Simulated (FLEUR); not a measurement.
# GdCl3: which magnetic order is lowest

Aim: find out whether GdCl3 carries moments, and which collinear order costs least.

Program: FLEUR MaX-R8.1. Level of theory: LDA (VWN) with U = 6 eV on Gd f; all-electron FLAPW, Dirac cores, scalar-relativistic bands. Results are calculated unless marked as measured.

### Step 1. Starting point

Symmetry: P6_3/m, No. 176, hexagonal system. Conventional cell: a = 7.363 Å, b = 7.363 Å, c = 4.105 Å, α = 90.00°, β = 90.00°, γ = 120.00°. Nearest to Gd lie 9 Cl at 2.82 to 2.91 Å. Nearest to Cl lie 3 Gd at 2.82 to 2.91 Å. Farther neighbours and most contacts between anions are not listed.

Coordinates:

```cif
data_structure
_symmetry_space_group_name_H-M 'P6_3/m'
_symmetry_Int_Tables_number 176
_cell_length_a 7.3630
_cell_length_b 7.3630
_cell_length_c 4.1050
_cell_angle_alpha 90.000
_cell_angle_beta 90.000
_cell_angle_gamma 120.000
_cell_volume 192.73
loop_
_atom_site_label
_atom_site_type_symbol
_atom_site_symmetry_multiplicity
_atom_site_Wyckoff_symbol
_atom_site_fract_x
_atom_site_fract_y
_atom_site_fract_z
_atom_site_occupancy
Gd1 Gd 2 c 0.33333 0.66667 0.25000 1
Cl1 Cl 6 h 0.39000 0.30270 0.25000 1
```

### Step 2. Start 1: ferro ++

The parallel start is the test of whether parallel moments hold. The U counters the self-interaction that shrinks the moments of a localised shell.

The file n_mmp_mat seeds the f occupations with whole cubic orbitals by Hund's first rule, so that the U acts from the first pass. inpgen writes inp.xml from crystal.txt; cutoffs, mixing, functional, smearing and local orbitals are then set in the file. The k list default-1 (kpts.xml, not shown) is a Γ-centred 6×6×6 mesh; where the ranks do not divide the number of points, some are split in two of half the weight.

Input file inp.xml:

```
<?xml version="1.0" encoding="UTF-8" standalone="no"?>
<fleurInput fleurInputVersion="0.39">
   <comment>
      GdCl3
   </comment>
   <calculationSetup>
      <cutoffs Kmax="3.66" Gmax="11.0" GmaxXC="11.0" numbands="0"/>
      <scfLoop itmax="130" minDistance="0.0001" maxIterBroyd="15" imix="Anderson" alpha="0.05" precondParam="0.0" spinf="2.0" sdNocoIR="T"/>
      <coreElectrons ctail="T" frcor="F" kcrel="0" coretail_lmax="0"/>
      <xcFunctional name="vwn" relativisticCorrections="F"/>
      <magnetism jspins="2"/>
      <soc l_soc="F" theta="0.0" phi="0.0" spav="F"/>
      <expertModes spex="0" secvar="F"/>
      <geometryOptimization l_f="F" forcealpha="1.0" forcemix="BFGS" epsdisp="0.00001" epsforce="0.00001"/>
      <ldaU l_linMix="F" mixParam="0.05" spinf="1.0"/>
   </calculationSetup>
   <cell>
      <bzIntegration valenceElectrons="78.0" mode="hist" fermiSmearingEnergy="0.00293995">
         <kPointListSelection listName="default-1"/>
         <xi:include xmlns:xi="http://www.w3.org/2001/XInclude" href="kpts.xml"> </xi:include>
      </bzIntegration>
      <xi:include xmlns:xi="http://www.w3.org/2001/XInclude" href="sym.xml"> </xi:include>
      <bulkLattice scale="1.0">
         <bravaisMatrix>
            <row-1>   13.9140534554675952     0.0000000000000000     0.0000000000000000</row-1>
            <row-2>   -6.9570267277337976    12.0499237620455375     0.0000000000000000</row-2>
            <row-3>    0.0000000000000000     0.0000000000000000     7.7573257414830001</row-3>
         </bravaisMatrix>
      </bulkLattice>
   </cell>
   <atomSpecies>
      <species name="Gadolinium7.001" element="Gd" atomicNumber="64">
         <mtSphere radius="2.8" gridPoints="925" logIncrement="0.014"/>
         <atomicCutoffs lmax="10" lnonsphr="8"/>
         <electronConfig flipSpins="F">
            <coreConfig>(1s1/2) (2s1/2) (2p1/2) (2p3/2) (3s1/2) (3p1/2) (3p3/2) (4s1/2) (3d3/2) (3d5/2) (4p1/2) (4p3/2) (4d3/2) (4d5/2)</coreConfig>
            <valenceConfig>(5s1/2) (5p1/2) (5p3/2) (6s1/2) (4f5/2) (4f7/2) (5d3/2) (5d5/2)</valenceConfig>
            <stateOccupation state="(4f5/2)" spinUp="2.5005" spinDown="0.4995"/>
            <stateOccupation state="(4f7/2)" spinUp="4.0" spinDown="0.0"/>
            <stateOccupation state="(5d3/2)" spinUp="0.4" spinDown="0.0"/>
            <stateOccupation state="(5d5/2)" spinUp="0.6" spinDown="0.0"/>
         </electronConfig>
         <energyParameters s="6" p="6" d="5" f="4"/>
         <ldaU l="3" U="6.0" J="0.0" l_amf="F"/>
         <lo type="SCLO" l="0" n="5" eDeriv="0"/>
         <lo type="SCLO" l="1" n="5" eDeriv="0"/>
      </species>
      <species name="Chlorine (Cl)" element="Cl" atomicNumber="17">
         <mtSphere radius="2.05" gridPoints="677" logIncrement="0.017"/>
         <atomicCutoffs lmax="8" lnonsphr="6"/>
         <electronConfig flipSpins="F">
            <coreConfig>(1s1/2) (2s1/2) (2p1/2) (2p3/2)</coreConfig>
            <valenceConfig>(3s1/2) (3p1/2) (3p3/2)</valenceConfig>
            <stateOccupation state="(3p1/2)" spinUp="0.833333" spinDown="0.833333"/>
            <stateOccupation state="(3p3/2)" spinUp="1.666667" spinDown="1.666667"/>
         </electronConfig>
         <energyParameters s="3" p="3" d="3" f="4"/>
      </species>
   </atomSpecies>
   <atomGroups>
      <atomGroup species="Gadolinium7.001">
         <relPos label="                   1">1.000/3.000 -1.000/3.000 1.000/4.000</relPos>
         <relPos label="                   2">-1.000/3.000 1.000/3.000 -1.000/4.000</relPos>
         <force calculate="T" relaxXYZ="TTT"/>
      </atomGroup>
      <atomGroup species="Chlorine (Cl)">
         <relPos label="                   3">.3900000000 .3027000000 1.000/4.000</relPos>
         <relPos label="                   4">.0873000000 .3900000000 -1.000/4.000</relPos>
         <relPos label="                   5">-.3027000000 .0873000000 1.000/4.000</relPos>
         <relPos label="                   6">-.3900000000 -.3027000000 -1.000/4.000</relPos>
         <relPos label="                   7">-.0873000000 -.3900000000 1.000/4.000</relPos>
         <relPos label="                   8">.3027000000 -.0873000000 -1.000/4.000</relPos>
         <force calculate="T" relaxXYZ="TTT"/>
      </atomGroup>
   </atomGroups>
   <output dos="F" band="F" slice="F">
      <bandDOS minEnergy="-.5*Htr" maxEnergy="0.5*Htr" sigma="0.015" storeEVData="T"/>
      <plotting iplot="0" polar="F">
         <plot TwoD="T" vec1="  1.0  0.0  0.0" vec2="  0.0  1.0  0.0" vec3="  0.0  0.0  1.0" zero="  0.0  0.0  0.0" file="plot"/>
      </plotting>
      <moessbauerParams electricFieldGradient="F" isomerShift="F" coreHyperfine="F" valenceHyperfine="F"/>
   </output>
</fleurInput>
```

Input file crystal.txt:

```
GdCl3
&input film=F cartesian=F /
7.36300000002  0.00000000000  0.00000000000
-3.68150000001  6.37654504808  0.00000000000
0.00000000000  0.00000000000  4.10500000000
1.8897261246
1.0 1.0 1.0

8
64 0.33333333333  0.66666666667  0.25000000000 : 7.001
64 0.66666666667  0.33333333333  0.75000000000 : 7.001
17 0.39000000000  0.30270000000  0.25000000000
17 0.08730000000  0.39000000000  0.75000000000
17 0.69730000000  0.08730000000  0.25000000000
17 0.61000000000  0.69730000000  0.75000000000
17 0.91270000000  0.61000000000  0.25000000000
17 0.30270000000  0.91270000000  0.75000000000

&kpt div1=6 div2=6 div3=6 gamma=T /
```

The run is started by

```bash
> OMP_NUM_THREADS=1 inpgen -f crystal.txt > inpgen.log  # inp.xml is then edited as shown
> OMP_NUM_THREADS=1 mpirun -n 4 fleur_MPI > fleur.log
```

The program printed:

```text
Welcome to FLEUR        (www.flapw.de)
      MaX-Release 8.1          (www.max-centre.eu)

 ========== k-point set info ==========
 Selected k-point list: default-1
 k-point list type: mesh
 6 x 6 x 6
 Number of k points: 32

 ------------Calculation Setup---------------------------
 Number of MPI-tasks      :            4
 Number of PE/node        :            4
 Number of OMP-threads    :            1
 k-points in parallel     :            4
 pe's per k-point         :            1
 No of k-point loops      :            8
 Eigenvalue solver        :       lapack
 Number of basis functions:         1140
 Approximate size of matrices (H+S) per k-point:         0.019 GB
 --------------------------------------------------------
 Iteration:     1   Distance:      16.08033120 me/bohr^3
 Iteration:     2   Distance:      15.40582968 me/bohr^3
 Iteration:     3   Distance:       6.12135369 me/bohr^3
 Iteration:     4   Distance:       5.22783351 me/bohr^3
 Iteration:     5   Distance:       1.39157989 me/bohr^3
 Iteration:     6   Distance:       0.31264339 me/bohr^3
 Iteration:     7   Distance:       0.21582557 me/bohr^3
 Iteration:     8   Distance:       0.05269273 me/bohr^3
 Iteration:     9   Distance:       0.04996415 me/bohr^3
 Iteration:    10   Distance:       0.01968817 me/bohr^3
 Iteration:    11   Distance:       0.00410552 me/bohr^3
 Iteration:    12   Distance:       0.00337840 me/bohr^3
 Iteration:    13   Distance:       0.00087962 me/bohr^3
 Iteration:    14   Distance:       0.00028302 me/bohr^3
 Iteration:    15   Distance:       0.00019074 me/bohr^3
 Iteration:    16   Distance:       0.00017247 me/bohr^3
 Iteration:    17   Distance:       0.00007822 me/bohr^3

 ********************************************************************
 Run finished successfully
 Stop message:
   all done
 ********************************************************************

--- out.xml (last complete iteration) ---
<iteration numberForCurrentRun="   17" overallNumber="   17">
         [... left out ...]
         <bandgap value="3.8798169342" units="eV"/>
         <sumValenceSingleParticleEnergies value="-18.4156762849" units="Htr"/>
         <FermiEnergy value="0.1035456326" units="Htr"/>
         <valenceDensity>
            <mtCharges spin="1">
               <mtCharge atomType="1" total="11.4432864" s="1.0660250" p="3.0015032" d="0.3676602" f="6.9983971"/>
               <mtCharge atomType="2" total="2.6010596" s="0.8061385" p="1.7859937" d="0.0080581" f="0.0007137"/>
            </mtCharges>
            <mtCharges spin="2">
               <mtCharge atomType="1" total="4.4131827" s="1.0583536" p="2.9801220" d="0.3031425" f="0.0618581"/>
               <mtCharge atomType="2" total="2.6236439" s="0.8071323" p="1.8083141" d="0.0074373" f="0.0006351"/>
            </mtCharges>
            <spinDependentCharge spin="1" total="46.0000000" interstitial="7.5070696" mtSpheres="38.4929304"/>
            <spinDependentCharge spin="2" total="32.0000000" interstitial="7.4317714" mtSpheres="24.5682286"/>
            <totalCharge value="78.0000000000"/>
         </valenceDensity>
         [... left out ...]
         <allElectronCharges>
            <spinDependentCharge spin="1" total="122.0000000" interstitial="7.5072233" mtSpheres="114.4927767"/>
            <spinDependentCharge spin="2" total="108.0000000" interstitial="7.4319275" mtSpheres="100.5680725"/>
            <totalCharge value="229.9999999614"/>
         </allElectronCharges>
         <magneticMomentsInMTSpheres units="muBohr">
            <globalMagMoment atomType="1" vec="0.00000   0.00000   7.03010"/>
            <localMagMoment atomType="1" vec="0.00000   0.00000   7.03010"/>
            <globalMagMoment atomType="2" vec="0.00000   0.00000  -0.02258"/>
            <localMagMoment atomType="2" vec="0.00000   0.00000  -0.02258"/>
         </magneticMomentsInMTSpheres>
         <moessbauerParams unitsHFF="kG" unitsIS="e/bohr^3" unitsEFG="Htr/bohr^2">
         </moessbauerParams>
         <totalEnergy value="   -25307.9615000663" units="Htr">
            <sumOfEigenvalues value="   -15450.7279909414">
               <coreElectrons value="-15432.3123146565"/>
               <valenceElectrons value="-18.4156762849"/>
            </sumOfEigenvalues>
            <densityCoulombPotentialIntegral value="-41946.6066097004"/>
            <densityEffectivePotentialIntegral value="-42804.2026000367"/>
            <chargeDenXCDenIntegral value="-646.8981508338"/>
            <FockExchangeEnergyValence value="0.0000000000"/>
            <FockExchangeEnergyCore value="0.0000000000"/>
            <atomTypeDependentContributions atomType="1">
               <electronNucleiInteractionDifferentMTs value="27667.5562357981"/>
               <MadelungTerm value="-57.4574611835"/>
            </atomTypeDependentContributions>
            <atomTypeDependentContributions atomType="2">
               <electronNucleiInteractionDifferentMTs value="3265.3062401667"/>
               <MadelungTerm value="-52.4576223135"/>
            </atomTypeDependentContributions>
            <dftUCorrection value="-1.5429059841"/>
            <tkbTimesEntropy value="0.0000000000"/>
            <freeEnergy value="-25307.9615000663"/>
            <extrapolationTo0K value="-25307.9615000663"/>
         </totalEnergy>
         <ldaUDensityMatrix>
            <densityMatrixFor spin="1" atomType="1" uIndex="1" l="3" U="6.00000000" J="0.00000000">
               (+0.99894,+0.00000) (+0.00000,+0.00000) (+0.00000,+0.00000) (+0.00000,+0.00000) (+0.00000,+0.00000) (+0.00000,+0.00000) (-0.00137,-0.00132)
               (+0.00000,+0.00000) (+1.00017,+0.00000) (+0.00000,+0.00000) (+0.00000,+0.00000) (+0.00000,+0.00000) (+0.00000,+0.00000) (+0.00000,+0.00000)
               (+0.00000,+0.00000) (+0.00000,+0.00000) (+1.00129,+0.00000) (+0.00000,+0.00000) (+0.00000,+0.00000) (+0.00000,+0.00000) (+0.00000,+0.00000)
               (+0.00000,+0.00000) (+0.00000,+0.00000) (+0.00000,+0.00000) (+0.99758,+0.00000) (+0.00000,+0.00000) (+0.00000,+0.00000) (+0.00000,+0.00000)
               (+0.00000,+0.00000) (+0.00000,+0.00000) (+0.00000,+0.00000) (+0.00000,+0.00000) (+1.00129,+0.00000) (+0.00000,+0.00000) (+0.00000,+0.00000)
               (+0.00000,+0.00000) (+0.00000,+0.00000) (+0.00000,+0.00000) (+0.00000,+0.00000) (+0.00000,+0.00000) (+1.00017,+0.00000) (+0.00000,+0.00000)
               (-0.00137,+0.00132) (+0.00000,+0.00000) (+0.00000,+0.00000) (+0.00000,+0.00000) (+0.00000,+0.00000) (+0.00000,+0.00000) (+0.99894,+0.00000)
            </densityMatrixFor>
            <densityMatrixFor spin="2" atomType="1" uIndex="1" l="3" U="6.00000000" J="0.00000000">
               (+0.00718,+0.00000) (+0.00000,+0.00000) (+0.00000,+0.00000) (+0.00000,+0.00000) (+0.00000,+0.00000) (+0.00000,+0.00000) (-0.00277,-0.00274)
               (+0.00000,+0.00000) (+0.00959,+0.00000) (+0.00000,+0.00000) (+0.00000,+0.00000) (+0.00000,+0.00000) (+0.00000,+0.00000) (+0.00000,+0.00000)
               (+0.00000,+0.00000) (+0.00000,+0.00000) (+0.01192,+0.00000) (+0.00000,+0.00000) (+0.00000,+0.00000) (+0.00000,+0.00000) (+0.00000,+0.00000)
               (+0.00000,+0.00000) (+0.00000,+0.00000) (+0.00000,+0.00000) (+0.00448,+0.00000) (+0.00000,+0.00000) (+0.00000,+0.00000) (+0.00000,+0.00000)
               (+0.00000,+0.00000) (+0.00000,+0.00000) (+0.00000,+0.00000) (+0.00000,+0.00000) (+0.01192,+0.00000) (+0.00000,+0.00000) (+0.00000,+0.00000)
               (+0.00000,+0.00000) (+0.00000,+0.00000) (+0.00000,+0.00000) (+0.00000,+0.00000) (+0.00000,+0.00000) (+0.00959,+0.00000) (+0.00000,+0.00000)
               (-0.00277,+0.00274) (+0.00000,+0.00000) (+0.00000,+0.00000) (+0.00000,+0.00000) (+0.00000,+0.00000) (+0.00000,+0.00000) (+0.00718,+0.00000)
            </densityMatrixFor>
         </ldaUDensityMatrix>
         <ldaUDensityMatrixConvergence>
            <distance spin="1" distance="0.000000"/>
            <distance spin="2" distance="0.000003"/>
         </ldaUDensityMatrixConvergence>
         <densityConvergence units="me/bohr^3">
            <chargeDensity spin="1" distance="0.0000560327"/>
            <chargeDensity spin="2" distance="0.0000477895"/>
            <overallChargeDensity distance="0.0000782159"/>
            <spinDensity distance="0.0000687698"/>
         </densityConvergence>
      </iteration>
```

Run time: 2.2 min. Hardware: 4 MPI ranks of Intel Xeon Platinum 8488C (Sapphire Rapids), shared host; peak memory 0.57 GiB.

Spin moment in the muffin-tin sphere by atom:

```tsv
atom	spin moment in the muffin-tin sphere (μB)
Gd1	7.03
Gd2	7.03
Cl3	-0.02
Cl4	-0.02
Cl5	-0.02
Cl6	-0.02
Cl7	-0.02
Cl8	-0.02
```

Read from the output:

- free energy: -688664.7155 eV
- program's band gap on this mesh (in a metal only a level spacing): 3.880 eV
- magnetization: 14 μB
- final state: ferromagnetic

After 17 cycles the largest moment stands at 7.03 μB.

[end of part 1 of 3]

[Logs and program files are shortened in this print: banners, set-up blocks, solver, clock and traceback lines can be left out without a mark of their own.]

[Logs are printed without paths, hosts, clocks, repeated set-up lines and the standing remarks that a program may print on its own settings, such as how far it seeks lower states.]

[Hosts, paths, dates, database ids (printed as entryN), source tags and the programs' standing remarks are cut or masked in the printed files.]

[Where a cell is said to come from a database of computed structures, the database is the Materials Project.]
